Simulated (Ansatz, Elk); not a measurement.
# BaZn6Si: X-ray structure factors from the self-consistent density, part 2 of 2

The structure of BaZn6Si used here is made up (a known structure type with other elements) and was relaxed beforehand with PBE. The aim is the Fourier transform of its all-electron density, F(hkl), set beside the sum over free spherical atoms that refinements use.

Elk 11.2.3 (patched build); all-electron DFT.

So far: The structure; Ground state and structure factors.

The structure was built from a prototype and need not be the compound's stable phase.

### Step 3. The highest occupied states alone

Level of this step: DFT, PBE, all-electron APW+lo, Dirac cores, scalar-relativistic bands, static density, no spin (Elk).

An energy window below the Fermi level keeps the highest occupied states, to see at which angles they scatter; shallow core shells can lie inside it and anion s states outside. No new self-consistency is needed.

elk.in reads:

```
tasks
  195

xctype
  20

spinpol
  .false.

rgkmax
  7.0

gmaxvr
  14.0

lmaxo
  7

lmaxapw
  8

swidth
  0.002

tshift
  .false.

ramdisk
  .false.

hmaxvr
  5.5

maxscl
  120

epspot
  1e-06

wsfac
  -0.359220 0.492020

sppath
  './'

avec
  8.25306787231 0.00000000000 -0.00000000000
  -0.00000000000 4.90705950600 14.69214481535
  -0.00000000000 -4.90705950600 14.69214481535

atoms
  3
  'Ba.in'
  1
  0.5000000000 0.2053825513 0.2053825513   0.000000 0.000000 0.000000
  'Zn.in'
  6
  -0.0000000000 0.8770789914 0.8770789914   0.000000 0.000000 0.000000
  -0.0000000000 0.3793799933 0.3793799933   0.000000 0.000000 0.000000
  0.0000000000 0.2912165551 0.8113297518   0.000000 0.000000 0.000000
  0.0000000000 0.8113297518 0.2912165551   0.000000 0.000000 0.000000
  0.5000000000 0.1709484228 0.6798261708   0.000000 0.000000 0.000000
  0.5000000000 0.6798261708 0.1709484228   0.000000 0.000000 0.000000
  'Si.in'
  1
  0.5000000000 0.5670375635 0.5670375635   0.000000 0.000000 0.000000

ngridk
  5 5 5
```

The run is started by

```
$ OMP_NUM_THREADS=4 elk
```

Numbers of over 12 decimals in the logs are rounded to 6 here.

Output:

```text
┌─────────────────────────────────┐
│ Elk code version 11.2.3 started │
└─────────────────────────────────┘

Info(readinput): the functional depends on the density's gradient
 muffin-tin radial points multiplied by    2.00000
 (not where nrmtscf is given)

┌────────────────────┐
│ Current task : 195 │
└────────────────────┘
Info(checkmt): changed muffin-tin radius of species 2 (Zn) from   2.4000 to   2.3298

Info(sfacrho): density structure factors written to SFACRHO.OUT

 Energy window :  -0.3592200000      0.4920200000

┌──────────────────┐
│ Elk code stopped │
└──────────────────┘
```

Wall time 16 s (4 threads of Intel Xeon 6975P-C (Granite Rapids), shared host); peak memory 0.31 GiB; 22 s of CPU time.

States within 15 eV below the Fermi level hold 84.00 electrons; any levels below the window count with the cores. Their amplitudes can exceed the total, where window and core parts have opposite phase:

```
hkl  sin θ/λ (Å⁻¹)  abs F, window  abs F, all
002          0.064         35.982      56.321
011          0.102          3.647      45.029
100          0.115         13.420       7.448
004          0.129         18.485      50.781
102          0.131          7.817      49.011
013          0.136          3.934      56.358
111          0.153          1.922      40.000
104          0.172         32.270     130.280
113          0.178          4.296      59.103
015          0.187          2.198      49.817
```

### Step 4. Another functional

The difference from free atoms is small, so it is set against the change that LDA (Perdew-Wang) makes.

Edit elk.in of step 3 so:

```diff
@@ -1,2 +1,3 @@
 tasks
+  0
   195
@@ -4,3 +5,3 @@
 xctype
-  20
+  3
 
@@ -39,5 +40,2 @@
 
-wsfac
-  -0.359220 0.492020
-
 sppath
```

The run is started by

```
$ OMP_NUM_THREADS=4 elk
```

Output:

```text
┌─────────────────────────┐
│ Elk code version 11.2.3 │
└─────────────────────────┘

All units are atomic (Hartree, Bohr, etc.)

┌─────────────────────────────────────────────────┐
│ Ground-state run starting from atomic densities │
└─────────────────────────────────────────────────┘

Lattice vectors :
   8.253067872       0.000000000      -0.000000000
  -0.000000000       4.907059506       14.69214482
  -0.000000000      -4.907059506       14.69214482

Reciprocal lattice vectors :
  0.7613151139       0.000000000       0.000000000
[...]
atom 6                    :    28.83657398     (  0.1242782804E-03)
  species : 3 (Si)
   atom 1                    :    12.16775809     (  0.1349709660E-02)
 total in muffin-tins        :    238.7055369
 total calculated charge     :    249.9976204
 total charge                :    250.0000000
 error                       :   0.2379600582E-02

┌──────────────────────────────┐
│ Self-consistent loop stopped │
└──────────────────────────────┘

Warning : core states of species 2 leak from the muffin-tin :   0.1242782804E-03

Warning : core states of species 3 leak from the muffin-tin :   0.1349709660E-02

Wrote STATE.OUT
[key lines of the parts left out:]
total energy                :     -19182.781850728
```

Run time: 87 s. Hardware: 4 threads; peak memory 0.3 GiB; 5 min of CPU time.

Against the first run R = 0.05 %; the largest change is -0.117 at 040.

### Step 5. Basis size

A smaller basis shows how fast F responds to it; the change is likely larger than the basis error of the first run, but doesn't show convergence.

Edit elk.in of step 4 so:

```diff
@@ -5,3 +5,3 @@
 xctype
-  3
+  20
 
@@ -11,3 +11,3 @@
 rgkmax
-  7.0
+  5.5
```

The run is started by

```
$ OMP_NUM_THREADS=4 elk
```

Output:

```text
┌─────────────────────────┐
│ Elk code version 11.2.3 │
└─────────────────────────┘

All units are atomic (Hartree, Bohr, etc.)

┌─────────────────────────────────────────────────┐
│ Ground-state run starting from atomic densities │
└─────────────────────────────────────────────────┘

Lattice vectors :
   8.253067872       0.000000000      -0.000000000
  -0.000000000       4.907059506       14.69214482
  -0.000000000      -4.907059506       14.69214482

Reciprocal lattice vectors :
  0.7613151139       0.000000000       0.000000000
[...]
atom 6                    :    28.78423684     (  0.1226981239E-03)
  species : 3 (Si)
   atom 1                    :    12.15645099     (  0.1325032388E-02)
 total in muffin-tins        :    238.3674062
 total calculated charge     :    249.9979647
 total charge                :    250.0000000
 error                       :   0.2035341717E-02

┌──────────────────────────────┐
│ Self-consistent loop stopped │
└──────────────────────────────┘

Warning : core states of species 2 leak from the muffin-tin :   0.1226981239E-03

Warning : core states of species 3 leak from the muffin-tin :   0.1325032388E-02

Wrote STATE.OUT
[key lines of the parts left out:]
total energy                :     -19205.761131075
```

It took 85 s on 4 threads; peak memory 0.39 GiB.

Against the first run R = 0.04 %; the largest change is +0.161 at 040.

### Step 6. Settings against the effect

```
              run  R against the first run (%)  R against neutral atoms, low angle (%)  wall time
    PBE, rgkmax 7                         0.00                                    0.57      2 min
LDA (Perdew-Wang)                         0.05                                    0.57       87 s
       rgkmax 5.5                         0.04                                    0.56       85 s
```

### Step 7. Summary of results

```json
{
  "R against neutral atoms, sin θ/λ < 0.3 Å⁻¹": "0.57 %",
  "R against neutral atoms, 0.3 to 0.52 Å⁻¹": "0.14 %"
}
```

Independent neutral atoms miss the calculated amplitudes by R = 0.57 % below 0.3 Å⁻¹ and 0.14 % from there to 0.52 Å⁻¹; by shells, 0.30 % below 0.15 Å⁻¹ (6 forms), 0.59 % 0.15 to 0.3 (28 forms), 0.21 % 0.3 to 0.45 (63 forms), 0.05 % above 0.45 (52 forms). Bonding, aspherical density and the tables' own atoms all enter these figures, and the runs don't part them. The largest change of an amplitude is -1.35 electrons, at 200. R counts amplitudes alone; phases shift too. The window's part falls from 84.0 electrons at the origin to at most 18.12 between 0.45 and 0.52 Å⁻¹, where compact states inside the window still scatter. The window holds more than the 78 outer electrons of the free atoms, so shallow core shells lie inside it. Below 0.3 Å⁻¹ the changes that finished (LDA (Perdew-Wang) and rgkmax 5.5) move F by R = 0.02 % at most, against the 0.57 % that separates it from free atoms. The k-mesh has no finished test. Part of the difference isn't bonding: the tables are fits to free atoms and ions calculated by other methods than this functional. Thermal motion, anomalous dispersion and extinction are left out.

[Logs are printed without paths, hosts, clocks, repeated set-up lines and the standing remarks that a program may print on its own settings, such as how far it seeks lower states.]

[Hosts, paths, dates, database ids (printed as entryN), source tags and the programs' standing remarks are cut or masked in the printed files.]
